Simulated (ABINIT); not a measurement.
# A GW chain in ABINIT: CsPbCl3 (Pm-3m), part 2 of 3

Aim: the G0W0 gap of CsPbCl3 (Pm-3m) on PBEsol, step by step.

ABINIT 10.8.3; PBEsol and many-body steps on it, plane waves. Known limits of the many-body steps: not at the basis limit; no spin-orbit coupling; coarse k mesh.

So far. Step 2 (Ground state): The gap is direct, at (0.500, 0.500, 0.500).

**3. Bands along the symmetry lines**

Level of this step: DFT, PBEsol, plane waves, norm-conserving pseudopotentials (ABINIT).

The cheap functional maps the bands first; the places of the edges decide which points the dearer methods must see.

run.abi

```
acell 3*1.0 Angstrom
rprim 
  5.605000000000 0.000000000000 0.000000000000
  0.000000000000 5.605000000000 0.000000000000
  0.000000000000 0.000000000000 5.605000000000
ntypat 3
znucl 55 82 17
natom 5
typat 1 2 3 3 3
xred 
  0.000000000000 0.000000000000 0.000000000000
  0.500000000000 0.500000000000 0.500000000000
  0.500000000000 0.500000000000 0.000000000000
  0.000000000000 0.500000000000 0.500000000000
  0.500000000000 0.000000000000 0.500000000000
pp_dirpath "pseudos"
pseudos "Cs.upf, Pb.upf, Cl.upf"
ecut 32
iscf -2
irdden 1
kptopt 0
nkpt 50
kpt 
  0.00000000 0.00000000 0.00000000
  0.00000000 0.06250000 0.00000000
  0.00000000 0.12500000 0.00000000
  0.00000000 0.18750000 0.00000000
  0.00000000 0.25000000 0.00000000
  0.00000000 0.31250000 0.00000000
  0.00000000 0.37500000 0.00000000
  0.00000000 0.43750000 0.00000000
  0.00000000 0.50000000 0.00000000
  0.06250000 0.50000000 0.00000000
  0.12500000 0.50000000 0.00000000
  0.18750000 0.50000000 0.00000000
  0.25000000 0.50000000 0.00000000
  0.31250000 0.50000000 0.00000000
  0.37500000 0.50000000 0.00000000
  0.43750000 0.50000000 0.00000000
  0.50000000 0.50000000 0.00000000
  0.43750000 0.43750000 0.00000000
  0.37500000 0.37500000 0.00000000
  0.31250000 0.31250000 0.00000000
  0.25000000 0.25000000 0.00000000
  0.18750000 0.18750000 0.00000000
  0.12500000 0.12500000 0.00000000
  0.06250000 0.06250000 0.00000000
  0.00000000 0.00000000 0.00000000
  0.06250000 0.06250000 0.06250000
  0.12500000 0.12500000 0.12500000
  0.18750000 0.18750000 0.18750000
  0.25000000 0.25000000 0.25000000
  0.31250000 0.31250000 0.31250000
  0.37500000 0.37500000 0.37500000
  0.43750000 0.43750000 0.43750000
  0.50000000 0.50000000 0.50000000
  0.43750000 0.50000000 0.43750000
  0.37500000 0.50000000 0.37500000
  0.31250000 0.50000000 0.31250000
  0.25000000 0.50000000 0.25000000
  0.18750000 0.50000000 0.18750000
  0.12500000 0.50000000 0.12500000
  0.06250000 0.50000000 0.06250000
  0.00000000 0.50000000 0.00000000
  0.50000000 0.50000000 0.50000000
  0.50000000 0.50000000 0.43750000
  0.50000000 0.50000000 0.37500000
  0.50000000 0.50000000 0.31250000
  0.50000000 0.50000000 0.25000000
  0.50000000 0.50000000 0.18750000
  0.50000000 0.50000000 0.12500000
  0.50000000 0.50000000 0.06250000
  0.50000000 0.50000000 0.00000000
istwfk *1
nband 33
nbdbuf 2
tolwfr 1e-08
nstep 40
prtwf 0
prtvol 0
indata_prefix "in"
outdata_prefix "out"
tmpdata_prefix "tmp"
```

On the command line:

```
OMP_NUM_THREADS=1 mpirun -n 8 abinit run.abi > log
```

Numbers of over 12 decimals in the logs are rounded to 6 here.

The program printed:

```text
.Version 10.8.3 of ABINIT. v10.8.2 released Aug 2026.

 Symmetries : space group Pm -3 m (#221); Bravais cP (primitive cubic)
[... echo of the input left out ...]
== DATASET  1 ==================================================================
-   mpi_nproc: 8, omp_nthreads: 1 (-1 if OMP is not activated)

--- !DatasetInfo
iteration_state: {dtset: 1, }
dimensions: {natom: 5, nkpt: 50, mband: 33, nsppol: 1, nspinor: 1, nspden: 1, mpw: 10315, }
cutoff_energies: {ecut:  32.0, pawecutdg:  -1.0, }
electrons: {nelect:   5.20000000E+01, charge:   0.00000000E+00, occopt:   1.00000000E+00, tsmear:   1.00000000E-02, }

 Real(R)+Recip(G) space primitive vectors, cartesian coordinates (Bohr,Bohr^-1):
 R(1)= 10.5919149  0.0000000  0.0000000  G(1)=  0.0944116  0.0000000  0.0000000
 R(2)=  0.0000000 10.5919149  0.0000000  G(2)=  0.0000000  0.0944116  0.0000000
 R(3)=  0.0000000  0.0000000 10.5919149  G(3)=  0.0000000  0.0000000  0.0944116
 Unit cell volume ucvol=  1.1882928E+03 bohr^3
 Angles (23,13,12)=  9.00000000E+01  9.00000000E+01  9.00000000E+01 degrees

 getcut: wavevector=  0.0000  0.0000  0.0000  ngfft=  54  54  54
         ecut(hartree)=     32.000   => boxcut(ratio)=   2.00207

--- Pseudopotential description ------------------------------------------------
- Cs Generated using ONCVPSP code by D. R. Hamann
- 55.00000   9.00000  180301                  znucl, zion, pspdat
12 -116133 3 -1 2384                          pspcod,pspxc,lmax,lloc,mmax
     nproj     2     2     2     2
  pspatm : epsatm=   22.12462466
         --- l  ekb(1:nproj) -->
             0    6.214110    0.767882
             1    6.311966    0.793598
             2    3.769790    0.913105
[...]
pspatm: atomic psp has been read  and splines computed

- Pb Generated using ONCVPSP code by D. R. Hamann
- 82.00000  22.00000  180301                  znucl, zion, pspdat
12 -116133 2 -1 1678                          pspcod,pspxc,lmax,lloc,mmax
     nproj     2     2     2     0
  pspatm : epsatm=   27.24616311
         --- l  ekb(1:nproj) -->
[...]
pspatm: atomic psp has been read  and splines computed

- Cl Generated using ONCVPSP code by D. R. Hamann
- 17.00000   7.00000  180301                  znucl, zion, pspdat
12 -116133 2 -1 1028                          pspcod,pspxc,lmax,lloc,mmax
     nproj     2     2     2     0
  pspatm : epsatm=    8.95520293
         --- l  ekb(1:nproj) -->
[...]
pspatm: atomic psp has been read  and splines computed

--------------------------------------------------------------------------------

================================================================================
 prteigrs : about to open file out_EIG
 Non-SCF case, kpt    1 (  0.00000  0.00000  0.00000), residuals and eigenvalues=
  7.09E-09  1.94E-09  5.08E-09  8.05E-09  6.91E-09  4.01E-09  8.15E-09  6.39E-09
[...]
Non-SCF case, kpt   49 (  0.50000  0.50000  0.06250), residuals and eigenvalues=
[...]
Non-SCF case, kpt   50 (  0.50000  0.50000  0.00000), residuals and eigenvalues=
[...]
-2.6934E-02 -5.3996E-03 -5.3996E-03 -3.9638E-03 -3.9638E-03 -1.5812E-03
  1.8763E-02  6.9700E-02  1.8805E-01  1.8805E-01  2.7670E-01  2.9515E-01
[...]
--- !ResultsGS
iteration_state: {dtset: 1, }
comment   : Summary of ground state results
lattice_vectors:
- [ 10.5919149,   0.0000000,   0.0000000, ]
- [  0.0000000,  10.5919149,   0.0000000, ]
- [  0.0000000,   0.0000000,  10.5919149, ]
lattice_lengths: [  10.59191,   10.59191,   10.59191, ]
lattice_angles: [ 90.000,  90.000,  90.000, ] # degrees, (23, 13, 12)
lattice_volume:   1.1882928E+03
convergence: {deltae:  0.000E+00, res2:  0.000E+00, residm:  9.997E-09, diffor:  0.000E+00, }
etotal    :  -2.82300968E+02
entropy   :   0.00000000E+00
fermie    :   9.98791681E-02
cartesian_stress_tensor: null
pressure_GPa: null
xred      :
- [  0.0000E+00,   0.0000E+00,   0.0000E+00, Cs]
- [  5.0000E-01,   5.0000E-01,   5.0000E-01, Pb]
- [  5.0000E-01,   5.0000E-01,   0.0000E+00, Cl]
- [  0.0000E+00,   5.0000E-01,   5.0000E-01, Cl]
- [  5.0000E-01,   0.0000E+00,   5.0000E-01, Cl]
cartesian_forces: null
force_length_stats: {min: null, max: null, mean: null, }

 Integrated electronic density in atomic spheres:
 ------------------------------------------------
 Atom  Sphere_radius  Integrated_density
[...]
================================================================================

 ----iterations are completed or convergence reached----

 Mean square residual over all n,k,spin=   68.630E-10; max=  99.970E-10
 reduced coordinates (array xred) for    5 atoms
[...]
0.000000000000      0.500000000000      0.500000000000
       0.500000000000      0.000000000000      0.500000000000

 cartesian coordinates (angstrom) at end:
    1      0.000000     0.000000     0.000000
    2      2.802500     2.802500     2.802500
    3      2.802500     2.802500     0.000000
    4      0.000000     2.802500     2.802500
    5      2.802500     0.000000     2.802500
 length scales=  1.889726125908  1.889726125908  1.889726125908 bohr
              =  1.000000000000  1.000000000000  1.000000000000 angstroms
 prteigrs : about to open file out_EIG
 Eigenvalues (hartree) for nkpt=  50  k points:
 kpt#   1, nband= 33, wtk=  1.00000, kpt=  0.0000  0.0000  0.0000 (reduced coord)
[...]
kpt#   2, nband= 33, wtk=  1.00000, kpt=  0.0000  0.0625  0.0000 (reduced coord)
[...]
kpt#   3, nband= 33, wtk=  1.00000, kpt=  0.0000  0.1250  0.0000 (reduced coord)
[...]
kpt#  49, nband= 33, wtk=  1.00000, kpt=  0.5000  0.5000  0.0625 (reduced coord)
[...]
0.32533
 kpt#  50, nband= 33, wtk=  1.00000, kpt=  0.5000  0.5000  0.0000 (reduced coord)
[...]
-0.19733   -0.06558   -0.02693   -0.00540   -0.00540   -0.00396   -0.00396   -0.00158
   0.01876    0.06970    0.18805    0.18805    0.27670    0.29515    0.30874    0.32182
   0.32790

== END DATASET(S) ==============================================================
================================================================================

 -outvars: echo values of variables after computation  --------
            nband          33
             nkpt          50
          spgroup         221
 [... the other variables as echoed above ...]

 Calculation completed.
```

Elapsed: 60 s, on 8 MPI ranks of Arm Neoverse V2, shared host; peak memory 0.87 GiB.

Numbers from this step:

- gap: 1.798 eV
- k of the valence top: 0.5, 0.5, 0.5
- k of the conduction bottom: 0.5, 0.5, 0.5
- least direct gap: 1.798 eV

The gap is 1.798 eV, as in the run before at this level.

The electronic bands at the labelled points (eV, zero at the top of the highest filled band):

| point | band 23 | band 24 | band 25 | band 26 | band 27 | band 28 | band 29 | band 30 |
| --- | --- | --- | --- | --- | --- | --- | --- | --- |
| Γ | -2.63 | -2.53 | -2.53 | -2.53 | 3.21 | 4.21 | 4.21 | 5.10 |
| halfway | -2.69 | -2.58 | -2.58 | -2.44 | 3.72 | 4.53 | 4.62 | 4.75 |
| X | -2.74 | -2.64 | -2.64 | -1.70 | 2.91 | 4.59 | 5.14 | 5.23 |
| halfway | -2.73 | -2.65 | -2.39 | -1.46 | 2.65 | 3.97 | 5.00 | 5.06 |
| M | -2.83 | -2.76 | -2.21 | -0.82 | 2.40 | 2.40 | 4.81 | 5.31 |
| halfway | -2.65 | -2.62 | -2.42 | -2.27 | 3.97 | 4.15 | 4.52 | 4.97 |
| Γ | -2.63 | -2.53 | -2.53 | -2.53 | 3.21 | 4.21 | 4.21 | 5.10 |
| halfway | -2.44 | -2.44 | -2.43 | -2.13 | 3.80 | 3.80 | 3.87 | 4.78 |
| R | -2.20 | -2.20 | -2.20 | 0.00 | 1.80 | 1.80 | 1.80 | 4.97 |
| halfway | -2.49 | -2.45 | -2.35 | -1.27 | 2.37 | 3.57 | 3.72 | 5.11 |
| X | -2.74 | -2.64 | -2.64 | -1.70 | 2.91 | 4.59 | 5.14 | 5.23 |
| jump to R | -2.20 | -2.20 | -2.20 | 0.00 | 1.80 | 1.80 | 1.80 | 4.97 |
| halfway | -2.43 | -2.43 | -2.20 | -0.62 | 2.10 | 2.10 | 3.38 | 5.34 |
| M | -2.83 | -2.76 | -2.21 | -0.82 | 2.40 | 2.40 | 4.81 | 5.31 |

**4. Empty states on the mesh, 2×2×2 mesh, 156 bands**

The sums over transitions need many empty states on a uniform mesh; this step solves for them.

run.abi

```
acell 3*1.0 Angstrom
rprim 
  5.605000000000 0.000000000000 0.000000000000
  0.000000000000 5.605000000000 0.000000000000
  0.000000000000 0.000000000000 5.605000000000
ntypat 3
znucl 55 82 17
natom 5
typat 1 2 3 3 3
xred 
  0.000000000000 0.000000000000 0.000000000000
  0.500000000000 0.500000000000 0.500000000000
  0.500000000000 0.500000000000 0.000000000000
  0.000000000000 0.500000000000 0.500000000000
  0.500000000000 0.000000000000 0.500000000000
pp_dirpath "pseudos"
pseudos "Cs.upf, Pb.upf, Cl.upf"
ecut 32
ngkpt 2 2 2
nshiftk 1
shiftk 0 0 0
kptopt 1
chksymbreak 0
iscf -2
irdden 1
istwfk *1
nband 156
nbdbuf 14
tolwfr 1e-09
nstep 60
prtvol 0
indata_prefix "in"
outdata_prefix "out"
tmpdata_prefix "tmp"
```

The program printed:

```text
.Version 10.8.3 of ABINIT. v10.8.2 released Aug 2026.

 Symmetries : space group Pm -3 m (#221); Bravais cP (primitive cubic)
[... echo of the input left out ...]
== DATASET  1 ==================================================================
-   mpi_nproc: 8, omp_nthreads: 1 (-1 if OMP is not activated)
-    --> not optimal distribution: autoparal keyword recommended in input file <--

--- !DatasetInfo
iteration_state: {dtset: 1, }
dimensions: {natom: 5, nkpt: 4, mband: 156, nsppol: 1, nspinor: 1, nspden: 1, mpw: 10280, }
cutoff_energies: {ecut:  32.0, pawecutdg:  -1.0, }
electrons: {nelect:   5.20000000E+01, charge:   0.00000000E+00, occopt:   1.00000000E+00, tsmear:   1.00000000E-02, }

 Real(R)+Recip(G) space primitive vectors, cartesian coordinates (Bohr,Bohr^-1):
 R(1)= 10.5919149  0.0000000  0.0000000  G(1)=  0.0944116  0.0000000  0.0000000
 R(2)=  0.0000000 10.5919149  0.0000000  G(2)=  0.0000000  0.0944116  0.0000000
 R(3)=  0.0000000  0.0000000 10.5919149  G(3)=  0.0000000  0.0000000  0.0944116
 Unit cell volume ucvol=  1.1882928E+03 bohr^3
 Angles (23,13,12)=  9.00000000E+01  9.00000000E+01  9.00000000E+01 degrees

 getcut: wavevector=  0.0000  0.0000  0.0000  ngfft=  54  54  54
         ecut(hartree)=     32.000   => boxcut(ratio)=   2.00207

--- Pseudopotential description ------------------------------------------------
- Cs Generated using ONCVPSP code by D. R. Hamann
- 55.00000   9.00000  180301                  znucl, zion, pspdat
12 -116133 3 -1 2384                          pspcod,pspxc,lmax,lloc,mmax
     nproj     2     2     2     2
  pspatm : epsatm=   22.12462466
         --- l  ekb(1:nproj) -->
             0    6.214110    0.767882
             1    6.311966    0.793598
             2    3.769790    0.913105
[...]
pspatm: atomic psp has been read  and splines computed

- Pb Generated using ONCVPSP code by D. R. Hamann
- 82.00000  22.00000  180301                  znucl, zion, pspdat
12 -116133 2 -1 1678                          pspcod,pspxc,lmax,lloc,mmax
     nproj     2     2     2     0
  pspatm : epsatm=   27.24616311
         --- l  ekb(1:nproj) -->
[...]
pspatm: atomic psp has been read  and splines computed

- Cl Generated using ONCVPSP code by D. R. Hamann
- 17.00000   7.00000  180301                  znucl, zion, pspdat
12 -116133 2 -1 1028                          pspcod,pspxc,lmax,lloc,mmax
     nproj     2     2     2     0
  pspatm : epsatm=    8.95520293
         --- l  ekb(1:nproj) -->
[...]
pspatm: atomic psp has been read  and splines computed

--------------------------------------------------------------------------------

================================================================================
 prteigrs : about to open file out_EIG
 Non-SCF case, kpt    1 (  0.00000  0.00000  0.00000), residuals and eigenvalues=
  4.22E-10  3.82E-10  4.16E-10  6.02E-10  1.46E-10  1.30E-10  5.20E-10  5.36E-10
  5.15E-10  7.73E-10  5.94E-10  1.81E-10  1.98E-10  1.43E-10  1.87E-10  2.62E-10
  2.66E-10  2.01E-10  2.47E-10  3.03E-10  1.45E-10  3.95E-10  5.79E-10  2.27E-10
[...]
2.01E-04  4.11E-05  1.34E-04  3.82E-04
 -5.0266E+00 -2.8824E+00 -2.8824E+00 -2.8824E+00 -6.8474E-01 -5.1774E-01
 -5.1774E-01 -5.0853E-01 -5.0853E-01 -5.0853E-01 -4.5676E-01 -4.2387E-01
 -4.2387E-01 -1.9876E-01 -1.9876E-01 -1.9876E-01 -1.4606E-01 -7.3508E-02
[...]
1.5338E+00  1.5338E+00  1.5582E+00  1.5650E+00  1.5650E+00  1.5650E+00
  1.6052E+00  1.6053E+00  1.6056E+00  1.6312E+00  1.6335E+00  1.6354E+00
 prteigrs : prtvol=0 or 1, do not print more k-points.

--- !ResultsGS
iteration_state: {dtset: 1, }
comment   : Summary of ground state results
lattice_vectors:
- [ 10.5919149,   0.0000000,   0.0000000, ]
- [  0.0000000,  10.5919149,   0.0000000, ]
- [  0.0000000,   0.0000000,  10.5919149, ]
lattice_lengths: [  10.59191,   10.59191,   10.59191, ]
lattice_angles: [ 90.000,  90.000,  90.000, ] # degrees, (23, 13, 12)
lattice_volume:   1.1882928E+03
convergence: {deltae:  0.000E+00, res2:  0.000E+00, residm:  9.993E-10, diffor:  0.000E+00, }
etotal    :  -2.82300968E+02
entropy   :   0.00000000E+00
fermie    :   9.98791681E-02
cartesian_stress_tensor: null
pressure_GPa: null
xred      :
- [  0.0000E+00,   0.0000E+00,   0.0000E+00, Cs]
- [  5.0000E-01,   5.0000E-01,   5.0000E-01, Pb]
- [  5.0000E-01,   5.0000E-01,   0.0000E+00, Cl]
- [  0.0000E+00,   5.0000E-01,   5.0000E-01, Cl]
- [  5.0000E-01,   0.0000E+00,   5.0000E-01, Cl]
cartesian_forces: null
force_length_stats: {min: null, max: null, mean: null, }

 Integrated electronic density in atomic spheres:
 ------------------------------------------------
 Atom  Sphere_radius  Integrated_density
[...]
================================================================================

 ----iterations are completed or convergence reached----

 Mean square residual over all n,k,spin=   49.074E-11; max=  99.932E-11
 reduced coordinates (array xred) for    5 atoms
[...]
0.000000000000      0.500000000000      0.500000000000
       0.500000000000      0.000000000000      0.500000000000

 cartesian coordinates (angstrom) at end:
    1      0.000000     0.000000     0.000000
    2      2.802500     2.802500     2.802500
    3      2.802500     2.802500     0.000000
    4      0.000000     2.802500     2.802500
    5      2.802500     0.000000     2.802500
 length scales=  1.889726125908  1.889726125908  1.889726125908 bohr
              =  1.000000000000  1.000000000000  1.000000000000 angstroms
 prteigrs : about to open file out_EIG
 Eigenvalues (hartree) for nkpt=   4  k points:
 kpt#   1, nband=156, wtk=  0.12500, kpt=  0.0000  0.0000  0.0000 (reduced coord)
[...]
1.46287    1.47910    1.47910    1.47915    1.47915    1.47915    1.51193    1.51193
   1.53380    1.53380    1.55821    1.56504    1.56504    1.56504    1.60519    1.60535
   1.60562    1.63123    1.63346    1.63538
 prteigrs : prtvol=0 or 1, do not print more k-points.

== END DATASET(S) ==============================================================
================================================================================

 -outvars: echo values of variables after computation  --------
            nband         156
             nkpt           4
          spgroup         221
 [... the other variables as echoed above ...]

 Calculation completed.
```

Run time: 61 s. Hardware: 8 MPI ranks; peak memory 0.75 GiB.

Numbers from this step:

```yaml
gap: 1.798 eV
k_of_the_valence_top: 0.5, 0.5, 0.5
k_of_the_conduction_bottom: 0.5, 0.5, 0.5
least_direct_gap: 1.798 eV
k_points_computed: 4
lowest_point_of_the_top_converged_band_above_the_valence_top: 37.35 eV
```

On this mesh the gap is 1.798 eV.

**5. Screening, 2×2×2 mesh, 142 bands, screening to 106.1 eV**

The RPA dielectric matrix is built and inverted for each q.

This step: RPA screening on PBEsol, plane waves, norm-conserving pseudopotentials.

run.abi, as its differences from that of step 4:

```diff
@@ -23,10 +23,11 @@
 chksymbreak 0
-iscf -2
-irdden 1
 istwfk *1
-nband 156
-nbdbuf 14
-tolwfr 1e-09
-nstep 60
-prtvol 0
+occopt 1
+irdwfk 1
+optdriver 3
+nband 142
+ecuteps 3.9
+inclvkb 2
+awtr 1
+symchi 1
 indata_prefix "in"
```

The program printed:

```text
.Version 10.8.3 of ABINIT. v10.8.2 released Aug 2026.

 Symmetries : space group Pm -3 m (#221); Bravais cP (primitive cubic)
[... echo of the input left out ...]
== DATASET  1 ==================================================================
-   mpi_nproc: 8, omp_nthreads: 1 (-1 if OMP is not activated)

--- !DatasetInfo
iteration_state: {dtset: 1, }
dimensions: {natom: 5, nkpt: 4, mband: 142, nsppol: 1, nspinor: 1, nspden: 1, mpw: 10280, }
cutoff_energies: {ecut:  32.0, pawecutdg:  -1.0, }
electrons: {nelect:   5.20000000E+01, charge:   0.00000000E+00, occopt:   1.00000000E+00, tsmear:   1.00000000E-02, }

 SCREENING: Calculation of the susceptibility and dielectric matrices

 Based on a program developped by R.W. Godby, V. Olevano, G. Onida, and L. Reining.
 Incorporated in ABINIT by V. Olevano, G.-M. Rignanese, and M. Torrent.
.Using double precision arithmetic ; gwpc =  8

[... cell and pseudopotentials left out ...]
--------------------------------------------------------------------------------

 ==== K-mesh for the wavefunctions ====
 Number of points in the irreducible wedge :     4
[... list of points left out ...]
 Together with 48 symmetry operations and time-reversal symmetry
 yields     8 points in the full Brillouin Zone.

 ==== Q-mesh for the screening function ====
 Number of points in the irreducible wedge :     4
[... list of points left out ...]
 Together with 48 symmetry operations and time-reversal symmetry
 yields     8 points in the full Brillouin Zone.

 setmesh: FFT mesh size selected  =    40x   40x   40
          total number of points  =        64000

 vcoul_init : cutoff-mode = AUXILIARY_FUNCTION
 q-points for optical limit:   1
     1)      0.000010    0.000020    0.000030

- screening: taking advantage of time-reversal symmetry
- Maximum band index for partially occupied states nbvw = 26
- Remaining bands to be divided among processors   nbcw = 116
- Number of bands treated by each node ~14

 Number of electrons calculated from density =   52.0000; Expected =   52.0000
 average of density, n =  0.043760
 r_s =    1.7604
 omega_plasma =   20.1788 [eV]

 calculating chi0 at frequencies [eV] :
  1    0.000000E+00    0.000000E+00
  2    0.000000E+00    2.017881E+01

--------------------------------------------------------------------------------
  q-point number  1        q = ( 0.000000, 0.000000, 0.000000) [r.l.u.]
--------------------------------------------------------------------------------
[... chi0 elements left out ...]
 For q-point:  0.000010 0.000020 0.000030
  dielectric constant =   8.0233
  dielectric constant without local fields =   9.1127

  Average fulfillment of the sum rule on Im[epsilon] for q-point    1 :     58.72  [%]
[... wings left out ...]
  q-point number  2        q = ( 0.500000, 0.000000, 0.000000) [r.l.u.]
--------------------------------------------------------------------------------
[... chi0 elements left out ...]
  Average fulfillment of the sum rule on Im[epsilon] for q-point    2 :     66.22  [%]

 [... 2 further q-points ...]
```

It took 29 s on 8 MPI ranks; peak memory 3 GiB.

Numbers from this step:

| Property | Result |
| --- | --- |
| ε∞ with local fields, on this mesh, along the program's q direction | 8.023 |
| the same without local fields | 9.113 |
| plasma frequency | 20.18 eV |
| plane waves in the screening matrix | 461 |

Local fields lower ε∞ by 12 %. On a Γ-centred mesh this coarse the value itself is usually too large, while a short band sum pulls it down.

(Part 2 of 3 ends here.)

[Paths, hosts, dates, memory and timing lines, banners, echoed tables and standing remarks are left out of the program output.]

[Logs are printed without paths, hosts, clocks, repeated set-up lines and the standing remarks that a program may print on its own settings, such as how far it seeks lower states.]

[Runs of the session that timed out or met a known fault of the program may be left out.]

[Hosts, paths, dates, database ids (printed as entryN), source tags and the programs' standing remarks are cut or masked in the printed files.]

[G0W0 gaps are taken among the corrected bands and points alone; a level outside them can change the order at an edge.]

[Where Ansatz stands beside ABINIT at settings called matched, ABINIT's density can come from a denser mesh and the files from another edition; pairs whose starting gaps differed by over 0.03 eV were left out, so agreement reads better than it is.]
